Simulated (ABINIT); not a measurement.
# A GW chain in ABINIT: ZnSe (Stilleite), part 2 of 3

Aim: the G0W0 gap of ZnSe (Stilleite) on PBE, step by step.

ABINIT 10.8.3; PBE and many-body steps on it, plane waves. Known limits of the many-body steps: short of the basis limit; no spin-orbit coupling; coarse k mesh.

So far. Step 2 (Ground state): The gap is direct, at Γ.

**3. Bands along the symmetry lines**

Level of this step: DFT, PBE, plane waves, norm-conserving pseudopotentials (ABINIT).

Levels along a band path, at the cheap level, show where the edges lie and whether the meshes to come will hold them.

run.abi reads:

```
acell 3*1.0 Angstrom
rprim 
  -0.000000000000 2.833800000000 2.833800000000
  2.833800000000 -0.000000000000 2.833800000000
  2.833800000000 2.833800000000 0.000000000000
ntypat 2
znucl 30 34
natom 2
typat 1 2
xred 
  0.000000000000 0.000000000000 0.000000000000
  0.250000000000 0.250000000000 0.250000000000
pp_dirpath "pseudos"
pseudos "Zn.upf, Se.upf"
ecut 48
iscf -2
irdden 1
kptopt 0
nkpt 50
kpt 
  0.00000000 0.00000000 0.00000000
  -0.06250000 -0.06250000 0.00000000
  -0.12500000 -0.12500000 0.00000000
  -0.18750000 -0.18750000 0.00000000
  -0.25000000 -0.25000000 0.00000000
  -0.31250000 -0.31250000 0.00000000
  -0.37500000 -0.37500000 0.00000000
  -0.43750000 -0.43750000 0.00000000
  -0.50000000 -0.50000000 0.00000000
  -0.48437500 -0.48437500 0.03125000
  -0.46875000 -0.46875000 0.06250000
  -0.45312500 -0.45312500 0.09375000
  -0.43750000 -0.43750000 0.12500000
  -0.42187500 -0.42187500 0.15625000
  -0.40625000 -0.40625000 0.18750000
  -0.39062500 -0.39062500 0.21875000
  -0.37500000 -0.37500000 0.25000000
  -0.37500000 0.00000000 0.37500000
  -0.32812500 0.00000000 0.32812500
  -0.28125000 0.00000000 0.28125000
  -0.23437500 0.00000000 0.23437500
  -0.18750000 0.00000000 0.18750000
  -0.14062500 0.00000000 0.14062500
  -0.09375000 0.00000000 0.09375000
  -0.04687500 0.00000000 0.04687500
  0.00000000 0.00000000 0.00000000
  0.00000000 0.00000000 0.06250000
  0.00000000 0.00000000 0.12500000
  0.00000000 0.00000000 0.18750000
  0.00000000 0.00000000 0.25000000
  0.00000000 0.00000000 0.31250000
  0.00000000 0.00000000 0.37500000
  0.00000000 0.00000000 0.43750000
  0.00000000 0.00000000 0.50000000
  -0.06250000 -0.03125000 0.46875000
  -0.12500000 -0.06250000 0.43750000
  -0.18750000 -0.09375000 0.40625000
  -0.25000000 -0.12500000 0.37500000
  -0.31250000 -0.15625000 0.34375000
  -0.37500000 -0.18750000 0.31250000
  -0.43750000 -0.21875000 0.28125000
  -0.50000000 -0.25000000 0.25000000
  -0.50000000 -0.28125000 0.21875000
  -0.50000000 -0.31250000 0.18750000
  -0.50000000 -0.34375000 0.15625000
  -0.50000000 -0.37500000 0.12500000
  -0.50000000 -0.40625000 0.09375000
  -0.50000000 -0.43750000 0.06250000
  -0.50000000 -0.46875000 0.03125000
  -0.50000000 -0.50000000 0.00000000
istwfk *1
nband 29
nbdbuf 2
tolwfr 1e-08
nstep 40
prtwf 0
prtvol 0
indata_prefix "in"
outdata_prefix "out"
tmpdata_prefix "tmp"
```

Run with:

```
$ OMP_NUM_THREADS=1 mpirun -n 8 abinit run.abi > log
```

The log of the run:

```text
.Version 10.8.3 of ABINIT. v10.8.2 released Aug 2026.

 Symmetries : space group F-4 3 m (#216); Bravais cF (face-center cubic)
[... echo of the input left out ...]
== DATASET  1 ==================================================================
-   mpi_nproc: 8, omp_nthreads: 1 (-1 if OMP is not activated)

--- !DatasetInfo
iteration_state: {dtset: 1, }
dimensions: {natom: 2, nkpt: 50, mband: 29, nsppol: 1, nspinor: 1, nspden: 1, mpw: 4917, }
cutoff_energies: {ecut:  48.0, pawecutdg:  -1.0, }
electrons: {nelect:   4.40000000E+01, charge:   0.00000000E+00, occopt:   1.00000000E+00, tsmear:   1.00000000E-02, }

 Real(R)+Recip(G) space primitive vectors, cartesian coordinates (Bohr,Bohr^-1):
 R(1)=  0.0000000  5.3551059  5.3551059  G(1)= -0.0933688  0.0933688  0.0933688
 R(2)=  5.3551059  0.0000000  5.3551059  G(2)=  0.0933688 -0.0933688  0.0933688
 R(3)=  5.3551059  5.3551059  0.0000000  G(3)=  0.0933688  0.0933688 -0.0933688
 Unit cell volume ucvol=  3.0713845E+02 bohr^3
 Angles (23,13,12)=  6.00000000E+01  6.00000000E+01  6.00000000E+01 degrees

 getcut: wavevector=  0.0000  0.0000  0.0000  ngfft=  48  48  48
         ecut(hartree)=     48.000   => boxcut(ratio)=   2.03223

--- Pseudopotential description ------------------------------------------------
- Zn Generated using ONCVPSP code by D. R. Hamann
- 30.00000  20.00000  171031                  znucl, zion, pspdat
12 -101130 2 -1 1326                          pspcod,pspxc,lmax,lloc,mmax
     nproj     2     2     2
  pspatm : epsatm=   26.68164218
         --- l  ekb(1:nproj) -->
             0    2.827643   -1.532764
             1   -4.632527   -1.324876
             2   -6.943520   -2.557073
 pspatm: atomic psp has been read  and splines computed

- Se Generated using ONCVPSP code by D. R. Hamann
- 34.00000  24.00000  171031                  znucl, zion, pspdat
12 -101130 2 -1 1214                          pspcod,pspxc,lmax,lloc,mmax
     nproj     2     2     2
  pspatm : epsatm=   25.39064422
         --- l  ekb(1:nproj) -->
[...]
pspatm: atomic psp has been read  and splines computed

--------------------------------------------------------------------------------

================================================================================
 prteigrs : about to open file out_EIG
 Non-SCF case, kpt    1 (  0.00000  0.00000  0.00000), residuals and eigenvalues=
  3.39E-09  2.86E-09  5.98E-09  5.32E-09  7.61E-09  3.02E-09  4.24E-09  7.82E-09
  2.18E-09  3.21E-09  4.14E-09  1.76E-09  4.90E-09  2.39E-09  2.84E-09  9.89E-09
  4.17E-09  7.25E-09  9.91E-09  5.96E-09  3.30E-09  6.12E-09  1.70E-09  3.63E-09
  1.78E-09  6.17E-09  1.29E-09  5.03E-06  2.90E-05
 -7.4629E+00 -5.2385E+00 -5.2385E+00 -5.2385E+00 -4.4496E+00 -2.7650E+00
 -2.7650E+00 -2.7650E+00 -1.5698E+00 -1.5698E+00 -1.5698E+00 -1.5696E+00
 -1.5696E+00 -3.3425E-01 -8.7379E-02 -8.7379E-02 -8.7379E-02 -7.3851E-02
[...]
Non-SCF case, kpt    2 ( -0.06250 -0.06250  0.00000), residuals and eigenvalues=
[...]
6.94E-09  5.44E-09  8.45E-09  2.26E-07  1.45E-06
[...]
Non-SCF case, kpt    3 ( -0.12500 -0.12500  0.00000), residuals and eigenvalues=
[...]
Non-SCF case, kpt   49 ( -0.50000 -0.46875  0.03125), residuals and eigenvalues=
[...]
Non-SCF case, kpt   50 ( -0.50000 -0.50000  0.00000), residuals and eigenvalues=
[...]
-1.5696E+00 -2.9542E-01 -8.6236E-02 -7.8086E-02 -7.8086E-02 -7.2078E-02
 -6.7227E-02 -2.1500E-02  7.2844E-02  7.2844E-02  2.6295E-01  2.8045E-01
[...]
--- !ResultsGS
iteration_state: {dtset: 1, }
comment   : Summary of ground state results
lattice_vectors:
- [ -0.0000000,   5.3551059,   5.3551059, ]
- [  5.3551059,  -0.0000000,   5.3551059, ]
- [  5.3551059,   5.3551059,   0.0000000, ]
lattice_lengths: [   7.57326,    7.57326,    7.57326, ]
lattice_angles: [ 60.000,  60.000,  60.000, ] # degrees, (23, 13, 12)
lattice_volume:   3.0713845E+02
convergence: {deltae:  0.000E+00, res2:  0.000E+00, residm:  9.978E-09, diffor:  0.000E+00, }
etotal    :  -5.47356177E+02
entropy   :   0.00000000E+00
fermie    :   1.53041323E-01
cartesian_stress_tensor: null
pressure_GPa: null
xred      :
- [  0.0000E+00,   0.0000E+00,   0.0000E+00, Zn]
- [  2.5000E-01,   2.5000E-01,   2.5000E-01, Se]
cartesian_forces: null
force_length_stats: {min: null, max: null, mean: null, }

 Integrated electronic density in atomic spheres:
 ------------------------------------------------
 Atom  Sphere_radius  Integrated_density
[...]
================================================================================

 ----iterations are completed or convergence reached----

 Mean square residual over all n,k,spin=   48.025E-10; max=  99.776E-10
 reduced coordinates (array xred) for    2 atoms
       0.000000      0.000000      0.000000
       0.250000      0.250000      0.250000

 cartesian coordinates (angstrom) at end:
    1      0.000000     0.000000     0.000000
    2      1.416900     1.416900     1.416900
 length scales=  1.889726  1.889726  1.889726 bohr
              =  1.000000  1.000000  1.000000 angstroms
 prteigrs : about to open file out_EIG
 Eigenvalues (hartree) for nkpt=  50  k points:
 kpt#   1, nband= 29, wtk=  1.00000, kpt=  0.0000  0.0000  0.0000 (reduced coord)
[...]
kpt#   2, nband= 29, wtk=  1.00000, kpt= -0.0625 -0.0625  0.0000 (reduced coord)
[...]
kpt#   3, nband= 29, wtk=  1.00000, kpt= -0.1250 -0.1250  0.0000 (reduced coord)
[...]
kpt#  49, nband= 29, wtk=  1.00000, kpt= -0.5000 -0.4687  0.0313 (reduced coord)
[...]
0.54216    0.55971    0.56900    0.66542    0.68318
 kpt#  50, nband= 29, wtk=  1.00000, kpt= -0.5000 -0.5000  0.0000 (reduced coord)
[...]
-1.56977   -1.56975   -1.56975   -1.56961   -1.56960   -0.29542   -0.08624   -0.07809
  -0.07809   -0.07208   -0.06723   -0.02150    0.07284    0.07284    0.26295    0.28045
   0.54749    0.56671    0.56671    0.66715    0.68505

== END DATASET(S) ==============================================================
================================================================================

 -outvars: echo values of variables after computation  --------
            nband          29
             nkpt          50
          spgroup         216
 [... the other variables as echoed above ...]

 Calculation completed.
```

Elapsed: 17 s, on 8 MPI ranks of Arm Neoverse V1, shared host; peak memory 0.62 GiB; 2.3 min of CPU time.

Numbers from this step:

| Item | Value |
| --- | --- |
| gap | 1.288 eV |
| k of the valence top | 0, 0, 0 |
| k of the conduction bottom | 0, 0, 0 |
| least direct gap | 1.288 eV |

The gap is 1.288 eV, as in the run before at this level.

Electronic bands along the path, in eV, zero at the top of the highest filled band:

```
    point  band 19  band 20  band 21  band 22  band 23  band 24  band 25  band 26
        Γ    -6.17     0.00     0.00     0.00     1.29     5.81     5.81     5.81
  halfway    -6.15    -2.88    -1.25    -1.25     3.93     4.03     8.04     8.04
        X    -5.99    -4.75    -2.18    -2.18     2.99     3.47    10.73    11.26
  halfway    -5.96    -4.74    -2.56    -2.08     3.26     4.06     9.97    10.51
        U    -5.91    -4.71    -3.08    -1.79     3.59     5.60     9.05     9.28
jump to K    -5.91    -4.71    -3.08    -1.79     3.59     5.60     9.05     9.28
  halfway    -6.15    -3.33    -1.74    -0.49     3.79     5.97     6.67     6.69
        Γ    -6.17     0.00     0.00     0.00     1.29     5.81     5.81     5.81
  halfway    -6.17    -3.04    -0.48    -0.48     2.75     6.45     6.45     6.57
        L    -6.01    -5.22    -0.87    -0.87     2.55     6.39     6.39     8.57
  halfway    -5.96    -4.89    -2.41    -1.46     4.23     5.55     7.42     8.68
        W    -5.87    -4.68    -2.76    -2.66     5.49     5.56     6.97     7.72
  halfway    -5.93    -4.72    -2.48    -2.43     3.88     4.29     9.22     9.31
        X    -5.99    -4.75    -2.18    -2.18     2.99     3.47    10.73    11.26
```

**4. Empty states on the mesh, 4×4×4 mesh, 133 bands**

The sums over transitions need many empty states on a uniform mesh; this step solves for them.

run.abi reads:

```
acell 3*1.0 Angstrom
rprim 
  -0.000000000000 2.833800000000 2.833800000000
  2.833800000000 -0.000000000000 2.833800000000
  2.833800000000 2.833800000000 0.000000000000
ntypat 2
znucl 30 34
natom 2
typat 1 2
xred 
  0.000000000000 0.000000000000 0.000000000000
  0.250000000000 0.250000000000 0.250000000000
pp_dirpath "pseudos"
pseudos "Zn.upf, Se.upf"
ecut 48
ngkpt 4 4 4
nshiftk 1
shiftk 0 0 0
kptopt 1
chksymbreak 0
irdden 1
istwfk *1
nband 133
prtvol 0
optdriver 6
gwr_task "HDIAGO"
paral_kgb 0
occopt 1
indata_prefix "in"
outdata_prefix "out"
tmpdata_prefix "tmp"
```

The log of the run:

```text
[banner, memory and clock lines left out]
.Version 10.8.3 of ABINIT. v10.8.2 released Aug 2026.

 Symmetries : space group F-4 3 m (#216); Bravais cF (face-center cubic)
[... echo of the input left out ...]
== DATASET  1 ==================================================================
-   mpi_nproc: 8, omp_nthreads: 1 (-1 if OMP is not activated)

--- !DatasetInfo
iteration_state: {dtset: 1, }
dimensions: {natom: 2, nkpt: 8, mband: 133, nsppol: 1, nspinor: 1, nspden: 1, mpw: 4910, }
cutoff_energies: {ecut:  48.0, pawecutdg:  -1.0, }
electrons: {nelect:   4.40000000E+01, charge:   0.00000000E+00, occopt:   1.00000000E+00, tsmear:   1.00000000E-02, }

.Using double precision arithmetic; gwpc =  8

- Reading GS density from: in_DEN

--- Pseudopotential description ------------------------------------------------
- Zn Generated using ONCVPSP code by D. R. Hamann
- 30.00000  20.00000  171031                  znucl, zion, pspdat
12 -101130 2 -1 1326                          pspcod,pspxc,lmax,lloc,mmax
     nproj     2     2     2
  pspatm : epsatm=   26.68164218
         --- l  ekb(1:nproj) -->
             0    2.827643   -1.532764
             1   -4.632527   -1.324876
             2   -6.943520   -2.557073
 pspatm: atomic psp has been read  and splines computed

- Se Generated using ONCVPSP code by D. R. Hamann
- 34.00000  24.00000  171031                  znucl, zion, pspdat
12 -101130 2 -1 1214                          pspcod,pspxc,lmax,lloc,mmax
     nproj     2     2     2
  pspatm : epsatm=   25.39064422
         --- l  ekb(1:nproj) -->
             0    3.556845   -2.828139
             1   -7.179526   -2.430107
             2  -10.025082   -4.447563
 pspatm: atomic psp has been read  and splines computed

   2.29118060E+03                                ecore*ucvol(ha*bohr**3)

 Total charge density [el/Bohr^3]
)     Maximum=    7.6270E+00  at reduced coord.    0.2083    0.2917    0.2917
)     Minimum=    1.8486E-03  at reduced coord.    0.7500    0.7500    0.7500
   Integrated=    4.4000E+01

 === KS gaps after direct diagonalization ===
 Direct band gap semiconductor
 Fundamental gap:     1.289 (eV)
   VBM:     4.164 (eV) at k: [ 0.0000E+00,  0.0000E+00,  0.0000E+00]
   CBM:     5.453 (eV) at k: [ 0.0000E+00,  0.0000E+00,  0.0000E+00]
 Direct gap:         1.289 (eV) at k: [ 0.0000E+00,  0.0000E+00,  0.0000E+00]

== END DATASET(S) ==============================================================

 -outvars: echo values of variables after computation  --------
           etotal      0.0000000000E+00
            nband         133
             nkpt           8
          spgroup         216
 [... the other variables as echoed above ...]

 Calculation completed.
```

The job ended after 84 s (8 MPI ranks; peak memory 11 GiB).

Numbers from this step:

```yaml
gap: 1.289 eV
k_of_the_valence_top: 0, 0, 0
k_of_the_conduction_bottom: 0, 0, 0
least_direct_gap: 1.289 eV
k_points_computed: 8
lowest_point_of_the_top_converged_band_above_the_valence_top: 88.1294 eV
```

On this mesh the gap is 1.289 eV.

**5. Screening, 4×4×4 mesh, 125 bands, screening to 163.3 eV**

The RPA dielectric matrix is built and inverted for each q.

This step: RPA screening on PBE, plane waves, norm-conserving pseudopotentials.

Changes to run.abi since step 4:

```diff
@@ -20,10 +20,11 @@
 chksymbreak 0
-irdden 1
 istwfk *1
-nband 133
-prtvol 0
-optdriver 6
-gwr_task "HDIAGO"
-paral_kgb 0
 occopt 1
+irdwfk 1
+optdriver 3
+nband 125
+ecuteps 6
+inclvkb 2
+awtr 1
+symchi 1
 indata_prefix "in"
```

The log of the run:

```text
.Version 10.8.3 of ABINIT. v10.8.2 released Aug 2026.

 Symmetries : space group F-4 3 m (#216); Bravais cF (face-center cubic)
[... echo of the input left out ...]
== DATASET  1 ==================================================================
-   mpi_nproc: 8, omp_nthreads: 1 (-1 if OMP is not activated)

--- !DatasetInfo
iteration_state: {dtset: 1, }
dimensions: {natom: 2, nkpt: 8, mband: 125, nsppol: 1, nspinor: 1, nspden: 1, mpw: 4910, }
cutoff_energies: {ecut:  48.0, pawecutdg:  -1.0, }
electrons: {nelect:   4.40000000E+01, charge:   0.00000000E+00, occopt:   1.00000000E+00, tsmear:   1.00000000E-02, }

 SCREENING: Calculation of the susceptibility and dielectric matrices

 Based on a program developped by R.W. Godby, V. Olevano, G. Onida, and L. Reining.
 Incorporated in ABINIT by V. Olevano, G.-M. Rignanese, and M. Torrent.
.Using double precision arithmetic ; gwpc =  8

[... cell and pseudopotentials left out ...]
--------------------------------------------------------------------------------

 ==== K-mesh for the wavefunctions ====
 Number of points in the irreducible wedge :     8
[... list of points left out ...]
 Together with 24 symmetry operations and time-reversal symmetry
 yields    64 points in the full Brillouin Zone.

 ==== Q-mesh for the screening function ====
 Number of points in the irreducible wedge :     8
[... list of points left out ...]
 Together with 24 symmetry operations and time-reversal symmetry
 yields    64 points in the full Brillouin Zone.

 setmesh: FFT mesh size selected  =    32x   32x   32
          total number of points  =        32768

 vcoul_init : cutoff-mode = AUXILIARY_FUNCTION
 q-points for optical limit:   1
     1)      0.000010    0.000020    0.000030

- screening: taking advantage of time-reversal symmetry
- Maximum band index for partially occupied states nbvw = 22
- Remaining bands to be divided among processors   nbcw = 103
- Number of bands treated by each node ~12

 Number of electrons calculated from density =   44.0000; Expected =   44.0000
 average of density, n =  0.143258
 r_s =    1.1856
 omega_plasma =   36.5103 [eV]

 calculating chi0 at frequencies [eV] :
  1    0.000000E+00    0.000000E+00
  2    0.000000E+00    3.651025E+01

--------------------------------------------------------------------------------
  q-point number  1        q = ( 0.000000, 0.000000, 0.000000) [r.l.u.]
--------------------------------------------------------------------------------
[... chi0 elements left out ...]
 For q-point:  0.000010 0.000020 0.000030
  dielectric constant =  13.5268
  dielectric constant without local fields =  14.4733

  Average fulfillment of the sum rule on Im[epsilon] for q-point    1 :     38.11  [%]
[... wings left out ...]
  q-point number  2        q = ( 0.250000, 0.000000, 0.000000) [r.l.u.]
--------------------------------------------------------------------------------
[... chi0 elements left out ...]
  Average fulfillment of the sum rule on Im[epsilon] for q-point    2 :     44.80  [%]

 [... 6 further q-points ...]
```

Elapsed: 30 s, on 8 MPI ranks; peak memory 2 GiB; 4 min of CPU time.

Numbers from this step:

```
ε∞ with local fields, on this mesh    : 13.53
ε∞ without local fields, on this mesh : 14.47
plasma frequency                      : 36.51 eV
plane waves in the screening matrix   : 181
```

Local fields lower ε∞ by 7 %. On a Γ-centred mesh this coarse the value itself is usually too large, while a short band sum pulls it down.

[end of part 2 of 3]

[Long decimals in the printed logs are rounded to 6 places.]

[Logs are printed without paths, hosts, clocks, repeated set-up lines and the standing remarks that a program may print on its own settings, such as how far it seeks lower states.]

[Paths, hosts, dates, memory and timing lines, banners, echoed tables and standing remarks are left out of the program output; an Ansatz launch command may be rebuilt from the run's recorded settings. Measured values are a selection of at most five: reports struck by readers or far from the other reports are left out. None is set beside runs whose start may be inverted or whose files or cutoffs have a known fault.]

[Runs of the session that timed out or met a known fault of the program may be left out.]

[Hosts, paths, dates, database ids (printed as entryN), source tags and the programs' standing remarks are cut or masked in the printed files.]

[G0W0 gaps are taken among the corrected bands and points alone; a level outside them can change the order at an edge.]

[Where Ansatz stands beside ABINIT at settings called matched, ABINIT's density can come from a denser mesh and the files from another edition; pairs whose starting gaps differed by over 0.03 eV were left out, so agreement reads better than it is.]
